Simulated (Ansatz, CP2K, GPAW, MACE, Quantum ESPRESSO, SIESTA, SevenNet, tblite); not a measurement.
# CP2K on random packing of Nb14Si86 (at. %) (102 atoms): settings against a plane-wave reference

How near does CP2K come to plane waves for random packing of Nb14Si86 (at. %) (102 atoms)?

Program: CP2K 2026.2. Level of theory: the method is named at each step. Results are calculated unless marked as measured.

**1. Set-up**

The cell holds 102 atoms: 14 Nb and 88 Si. Cell: a = 12.543 Å, b = 12.543 Å, c = 12.543 Å, α = 90.0°, β = 90.0°, γ = 90.0°. 102 atoms (14 Nb, 88 Si) packed at random in a cube at 3.17 g/cm³ and pushed apart as soft spheres; a start for melting by ab initio MD, not an equilibrated structure. Then every atom was moved at random, 0.05 Å r.m.s. a Cartesian component.

The yardstick, on the same geometry:

| Property | Result |
| --- | --- |
| method | Kohn-Sham DFT, PBE, PAW, plane waves (Ansatz 0.2.0); cutoff 420 eV, Γ point, fermi-dirac smearing of 0.05 eV; PAW set soft_2 |
| r.m.s. force component | 1.424 eV/Å |
| longest force | 7.005 eV/Å |
| pressure | -1.475 GPa |
| SCF cycles | 9 |
| time | 29 s on 4 threads of Arm Neoverse V2, shared host |
| CPU time | 1.9 min |

**2. PBE, DZVP-UZH, 600/50 Ry, diagonalisation**

Method: Kohn-Sham DFT, PBE, GTH-PBE pseudopotentials, Gaussian and plane waves, DZVP-MOLOPT (UZH set), diagonalisation.

The input, input.inp:

```
&GLOBAL
  PROJECT cell
  RUN_TYPE ENERGY_FORCE
  PRINT_LEVEL LOW
&END GLOBAL
&FORCE_EVAL
  METHOD QS
  STRESS_TENSOR ANALYTICAL
  &DFT
    BASIS_SET_FILE_NAME BASIS_MOLOPT_UZH
    POTENTIAL_FILE_NAME POTENTIAL_UZH
    &MGRID
      CUTOFF 600
      REL_CUTOFF 50
      NGRIDS 5
    &END MGRID
    &QS
      EPS_DEFAULT 1.0E-12
    &END QS
    &SCF
      SCF_GUESS ATOMIC
      EPS_SCF 1.0E-06
      MAX_SCF 200
      ADDED_MOS 52
      &DIAGONALIZATION
        ALGORITHM STANDARD
      &END DIAGONALIZATION
      &SMEAR ON
        METHOD FERMI_DIRAC
        ELECTRONIC_TEMPERATURE [K] 580
      &END SMEAR
      &MIXING
        METHOD BROYDEN_MIXING
        ALPHA 0.15
        NBROYDEN 8
      &END MIXING
      &PRINT
        &RESTART OFF
        &END RESTART
      &END PRINT
    &END SCF
    &XC
      &XC_FUNCTIONAL PBE
      &END XC_FUNCTIONAL
    &END XC
    &PRINT
      &MULLIKEN ON
      &END MULLIKEN
      &HIRSHFELD ON
        SHAPE_FUNCTION DENSITY
      &END HIRSHFELD
      &MO ON
        EIGENVALUES T
        OCCUPATION_NUMBERS T
        MO_INDEX_RANGE 256 279
        &EACH
          QS_SCF 0
        &END EACH
        ADD_LAST NUMERIC
      &END MO
    &END PRINT
  &END DFT
  &SUBSYS
    &CELL
      A 12.54330 0.00000 0.00000
      B 0.00000 12.54330 0.00000
      C 0.00000 0.00000 12.54330
    &END CELL
    &COORD
      Nb 10.64863 4.65632 2.47291
      Nb 2.93551 3.56380 1.60730
      Nb 9.84649 7.36204 9.26047
      Nb 10.23420 5.35135 11.31017
      Nb 1.08311 1.56089 9.18082
      Nb 4.68292 10.33342 7.05761
      Nb 2.71186 11.99528 7.80168
      Nb 6.54773 8.55353 5.53009
      Nb 10.08983 9.22209 12.03668
      Nb 1.30300 7.81811 5.38685
      Nb 11.97634 8.49520 10.32389
      Nb 3.02306 5.95556 7.27348
      Nb 11.46157 1.89818 7.75979
      Nb 7.42526 3.66917 0.54714
      Si 5.20208 7.37621 7.55784
      Si 11.12967 1.78592 10.81245
      Si 7.23410 6.80951 3.55791
      Si 2.14453 5.81231 2.46476
      Si 0.10750 5.91542 11.12051
      Si 7.59610 9.66762 11.34090
      Si 10.44957 12.36870 12.31928
      Si 9.60014 10.31436 1.84675
      Si 5.16044 0.87088 5.10751
      Si 8.82647 1.54483 12.06201
      Si 0.04641 5.77506 1.18120
      Si 8.69865 10.65553 6.62086
      Si 4.66347 11.58186 0.50386
      Si 5.65916 2.73168 10.24273
      Si 0.03550 10.78310 0.26792
      Si 3.84113 8.25663 5.38333
      Si 4.95912 1.06969 7.79554
      Si 3.48353 9.67741 10.44330
      Si 10.81471 11.51249 5.53285
      Si 5.77431 0.00916 9.77111
      Si 5.33605 10.70633 4.18670
      Si 2.05610 9.41287 7.27135
      Si 8.04038 8.54751 1.15198
      Si 6.71067 8.81292 2.74184
      Si 12.08672 3.29124 4.40947
      Si 9.83269 4.05312 8.48090
      Si 2.90390 2.30182 7.42839
      Si 8.79912 6.53531 1.67754
      Si 7.17853 1.96152 8.43738
      Si 3.02795 1.04824 0.46837
      Si 3.51940 8.91264 0.84993
      Si 9.46568 0.50825 2.56360
      Si 1.13956 6.97997 8.89383
      Si 5.33655 4.96326 1.36898
      Si 5.96885 7.15733 10.68037
      Si 8.17572 6.83635 7.15232
      Si 7.22983 5.49284 9.23049
      Si 8.10234 0.43826 4.23537
      Si 1.51260 2.06425 3.62978
      Si 4.69609 4.24628 8.66228
      Si 7.39026 12.09375 1.70777
      Si 7.68704 4.83406 5.65314
[... 42 atom lines left out ...]
      Si 10.26694 2.66257 0.90826
      Si 4.85890 5.77945 11.95652
      Si 10.96535 9.98221 3.70328
      Si 1.31266 10.18679 10.88583
    &END COORD
    &KIND Nb
      BASIS_SET DZVP-MOLOPT-PBE-GTH-q13
      POTENTIAL GTH-PBE-q13
    &END KIND
    &KIND Si
      BASIS_SET DZVP-MOLOPT-PBE-GTH-q4
      POTENTIAL GTH-PBE-q4
    &END KIND
  &END SUBSYS
  &PRINT
    &FORCES ON
    &END FORCES
    &STRESS_TENSOR ON
    &END STRESS_TENSOR
  &END PRINT
&END FORCE_EVAL
```

Launch:

```console
OMP_NUM_THREADS=2 cp2k.psmp -i input.inp > output.txt
```

Numbers of over 12 decimals in the logs are rounded to 6 here.

What it wrote:

```text
CP2K| version string:                                       CP2K version 2026.2
 CP2K| Input file name                                                 input.inp
 GLOBAL| Basis set file name                                    BASIS_MOLOPT_UZH
 GLOBAL| Potential file name                                       POTENTIAL_UZH
 GLOBAL| Run type                                                   ENERGY_FORCE
 GLOBAL| Total number of message passing processes                             1
 GLOBAL| Number of threads for this process                                    2
 TOTAL NUMBERS AND MAXIMUM NUMBERS
  Total number of            - Atomic kinds:                                   2
                             - Atoms:                                        102
                             - Shell sets:                                   102
                             - Shells:                                       552
                             - Primitive Cartesian functions:                436
                             - Cartesian basis functions:                   1666
                             - Spherical basis functions:                   1508
  Maximum angular momentum of- Orbital basis functions:                        3
                             - Local part of the GTH pseudopotential:          2
                             - Non-local part of the GTH pseudopotential:      4
 SCF PARAMETERS         Density guess:                                    ATOMIC
                        max_scf:                                             200
                        eps_scf:                                        1.00E-06
                        added MOs                                        52    0
                        Mixing method:                            BROYDEN_MIXING
                                                charge density mixing in g-space
                        Smear method:                                FERMI_DIRAC
                        Electronic temperature [K]:                        580.0
                        Electronic temperature [a.u.]:                  1.84E-03
                        Accuracy threshold:                             1.00E-10
 Extrapolation method: initial_guess
 Number of electrons:                                                        534
 Number of occupied orbitals:                                                267
 Number of molecular orbitals:                                               319
 Number of orbital functions:                                               1508
 Number of independent orbital functions:                                   1508
 SCF WAVEFUNCTION OPTIMIZATION
  Step     Update method      Time    Convergence         Total energy    Change
     1 NoMix/Diag. 0.15E+00   13.2     0.67576328     -1146.8162608857 -1.15E+03
     2 Broy./Diag. 0.15E+00   18.0     0.39079037     -1165.2518490928 -1.84E+01
     3 Broy./Diag. 0.15E+00   18.0     0.14357781     -1150.8309790664  1.44E+01
     4 Broy./Diag. 0.15E+00   18.2     0.09112689     -1144.0827474968  6.75E+00
[...]
25 Broy./Diag. 0.15E+00   18.5     0.00000154     -1136.2031914592 -2.26E-05
    26 Broy./Diag. 0.15E+00   18.3     0.00000098     -1136.2032030689 -1.16E-05
  *** SCF run converged in    26 steps ***
  Electronic density on regular grids:       -533.9999999998        0.0000000002
  Core density on regular grids:              533.9999999992       -0.0000000008
  Total charge density on r-space grids:       -0.0000000006
  Total charge density g-space grids:          -0.0000000006
  Overlap energy of the core charge distribution:               1.04325e-08
  Self energy of the core charge distribution:              -2347.596120
  Core Hamiltonian energy:                                    517.638500
  Hartree energy:                                             893.991032
  Exchange-correlation energy:                               -200.218416
  Electronic entropic energy:                                  -0.018198
  Fermi energy:                                                 0.255710
  Total energy:                                             -1136.203203
  Total energy (extrapolated to T->0):                      -1136.194104
 MO| EIGENVALUES AND OCCUPATION NUMBERS
 MO|
 MO|  Index      Eigenvalue [a.u.]        Eigenvalue [eV]             Occupation
 MO|    256               0.241158               6.562246               1.999275
 MO|    257               0.241812               6.580040               1.998965
 MO|    258               0.244448               6.651769               1.995662
[...]
MO|    278               0.269932               7.345215               0.000867
 MO|    279               0.271280               7.381892               0.000416
 MO| Sum:                                                             534.000000
 MO| E(Fermi):            0.255710 a.u.          6.958213 eV
 !-----------------------------------------------------------------------------!
                     Mulliken Population Analysis
 #  Atom  Element  Kind  Atomic population                           Net charge
       1     Nb       1         13.425475                             -0.425475
       2     Nb       1         13.390334                             -0.390334
       3     Nb       1         13.031052                             -0.031052
[...]
101     Si       2          3.974841                              0.025159
     102     Si       2          3.960962                              0.039038
 # Total charge                            534.000000                  0.000000
 !-----------------------------------------------------------------------------!
 !-----------------------------------------------------------------------------!
                           Hirshfeld Charges
  #Atom  Element  Kind  Ref Charge     Population                    Net charge
      1       Nb     1      13.000         12.832                         0.168
      2       Nb     1      13.000         12.790                         0.210
      3       Nb     1      13.000         12.817                         0.183
[...]
101       Si     2       4.000          4.013                        -0.013
    102       Si     2       4.000          4.064                        -0.064
  Total Charge                                                            0.000
 !-----------------------------------------------------------------------------!
 ENERGY| Total FORCE_EVAL ( QS ) energy [hartree]          -1136.203226
 FORCES| Atomic forces [hartree/bohr]
 FORCES|   Atom     x               y               z               |f|
 FORCES|      1 -7.29596959E-03  4.60319026E-03  2.06321821E-02   2.23630828E-02
 FORCES|      2  3.83891246E-02 -1.98136908E-02  4.64981972E-03   4.34502940E-02
 FORCES|      3 -1.41484232E-02 -1.33738808E-02 -7.15845148E-03   2.07432397E-02
[...]
FORCES|    101  3.85910702E-02 -7.17559133E-04 -1.02374580E-02   3.99323320E-02
 FORCES|    102 -8.93730309E-04 -2.72935646E-03 -2.51475195E-02   2.53109833E-02
 FORCES| Sum     2.85967382E-06 -2.95347020E-06 -1.07252784E-06
 FORCES| Total atomic force                                       4.24865115E-06
 STRESS| Analytical stress tensor [bar]
 STRESS|                        x                   y                   z
 STRESS|      x       -7.18176959379E+03   2.42432394428E+03  -5.83184998083E+03
 STRESS|      y        2.42432394428E+03  -3.32846904180E+04   1.05809897208E+03
 STRESS|      z       -5.83184998083E+03   1.05809897208E+03  -1.54110032215E+04
 STRESS| 1/3 Trace                                            -1.86258210778E+04
```

Elapsed: 9 min, on 2 threads of Arm Neoverse V2, shared host; peak memory 5 GiB; 17 min of CPU time.

Banners, paths, timers and routine set-up lines are dropped from the logs unmarked, and long logs keep their key lines alone; longer cuts are marked.

Compared with the plane-wave run:

```yaml
r_m_s_force_component: 1.395 eV/Å
r_m_s_difference_of_force_components: 52.11 meV/Å
longest_difference_of_force_vectors: 180.6 meV/Å
force_difference_over_r_m_s_force: 3.659 %
slope_of_forces_against_the_reference_s: 0.9793
correlation_of_force_components: 0.9995
pressure: -1.863 GPa
pressure_difference: -0.3877 GPa
```

Length of the force difference by element (eV/Å):

```
element  atoms   mean  most
     Nb     14  0.081  0.14
     Si     88  0.082  0.18
```

A closer look about Si63, picked at random: 9 atoms, nearest first, numbered in the order of the input, with positions taken from that point.

```
atom      x      y      z  distance (Å)  Hirshfeld charge (e)     Fx     Fy  Fz (eV/Å)
Si63   0.00   0.00   0.00          0.00                 -0.01   0.66  -0.42      -0.59
Si94  -0.27  -0.28   2.11          2.14                 -0.10  -1.20  -1.89       2.69
Si33   0.04   0.63  -2.11          2.21                 -0.04  -0.16  -1.44      -1.81
Si26  -2.07  -0.22  -1.03          2.32                 -0.02   0.60  -0.88      -1.39
Si72   0.96   1.51   1.79          2.53                 -0.07   1.50   1.20      -0.32
Si90  -1.67   2.36  -0.21          2.89                  0.01  -0.30  -0.13      -0.68
Si61   2.22  -0.38  -2.00          3.01                  0.01   1.22  -0.21      -0.28
Nb13   0.69   3.56   0.11          3.63                  0.20  -0.59   0.94      -0.14
Si84   0.59   2.70  -2.45          3.70                 -0.05   0.70   2.16      -0.01
```

Forces lie 3.7 % from the reference's, at 8.9 times its CPU time (on 2 against 4 cores).

**3. A run with a doubtful setting**

Edit input.inp of step 2 so:

```diff
@@ -21,4 +21,4 @@
       SCF_GUESS ATOMIC
-      EPS_SCF 1.0E-06
-      MAX_SCF 200
+      EPS_SFC 1.0E-06
+      MAX_SCF 60
       ADDED_MOS 52
@@ -69,3 +69,28 @@
     &COORD
-[... 102 atom lines left out: the same atoms as in the first run ...]
+      SCALED
+      Nb 0.84895 0.37122 0.19715
+      Nb 0.23403 0.28412 0.12814
+      Nb 0.78500 0.58693 0.73828
+      Nb 0.81591 0.42663 0.90169
+      Nb 0.08635 0.12444 0.73193
+      Nb 0.37334 0.82382 0.56266
+      Nb 0.21620 0.95631 0.62198
+      Nb 0.52201 0.68192 0.44088
+      Nb 0.80440 0.73522 0.95961
+      Nb 0.10388 0.62329 0.42946
+      Nb 0.95480 0.67727 0.82306
+      Nb 0.24101 0.47480 0.57987
+      Nb 0.91376 0.15133 0.61864
+      Nb 0.59197 0.29252 0.04362
+      Si 0.41473 0.58806 0.60254
+      Si 0.88730 0.14238 0.86201
+      Si 0.57673 0.54288 0.28365
+      Si 0.17097 0.46338 0.19650
+      Si 0.00857 0.47160 0.88657
+      Si 0.60559 0.77074 0.90414
+[... 78 atom lines left out ...]
+      Si 0.81852 0.21227 0.07241
+      Si 0.38737 0.46076 0.95322
+      Si 0.87420 0.79582 0.29524
+      Si 0.10465 0.81213 0.86786
     &END COORD
```

What it wrote:

```text
Possible matches for unknown keyword
 EPS_SFC
   keyword EPS_SCF in section %__ROOT__%FORCE_EVAL%DFT%SCF score:  108
   keyword EPS_SCF in section %__ROOT__%FORCE_EVAL%DFT%XAS%SCF score:  108
   keyword EPS_LUMO in section %__ROOT__%FORCE_EVAL%DFT%SCF score:  106
   keyword EPS_DIIS in section %__ROOT__%FORCE_EVAL%DFT%SCF score:  106
   keyword EPS_LUMO in section %__ROOT__%FORCE_EVAL%DFT%XAS%SCF score:  106
 *   ___                                                                       *
 *  /   \                                                                      *
 * [ABORT]                                                                     *
 *  \___/             found an unknown keyword EPS_SFC in section SCF          *
 *    |                                                                        *
 *  O/|                                                                        *
 * /| |                                                                        *
```

Run time: 0.77 s. Hardware: 2 threads; peak memory 0.14 GiB.

The program stopped at the start. The fault in the input: a misspelt keyword (EPS_SCF written as EPS_SFC).

Mean charges by element (e), by run and scheme:

```
                                           run     scheme     Nb     Si
                                     reference     Löwdin  +0.17  +0.05
CP2K PBE, DZVP-UZH, 600/50 Ry, diagonalisation   Mulliken  -0.30  +0.05
CP2K PBE, DZVP-UZH, 600/50 Ry, diagonalisation  Hirshfeld  +0.17  -0.03
```

The reference's Löwdin charges lack the electrons that the projection spills, 0.069 e an atom on average.

**4. Outcome**

```yaml
force_difference_from_the_reference: CP2K PBE, DZVP-UZH, 600/50 Ry, diagonalisation, 3.7 %
its_cpu_time: 17 min
```

What this shows: The PBE run in local orbitals differs by 3.7 % (CP2K PBE, DZVP-UZH, 600/50 Ry, diagonalisation); basis, grid and potentials can all enter. Charges hang on scheme and program or settings: among these rows the mean for Nb runs from -0.30 to +0.17 e, even in sign. The electronic-structure runs sample only Γ, in a cell whose shortest periodic width is 13 Å, which is coarse for a cell with partly filled levels.

[Also dropped from logs without a mark: logging warnings of Python, and SIESTA's first energy breakdown and zero terms.]

[Logs are printed without paths, hosts, clocks, repeated set-up lines and the standing remarks that a program may print on its own settings, such as how far it seeks lower states.]

[Hosts, paths, dates, database ids (printed as entryN), source tags and the programs' standing remarks are cut or masked in the printed files.]
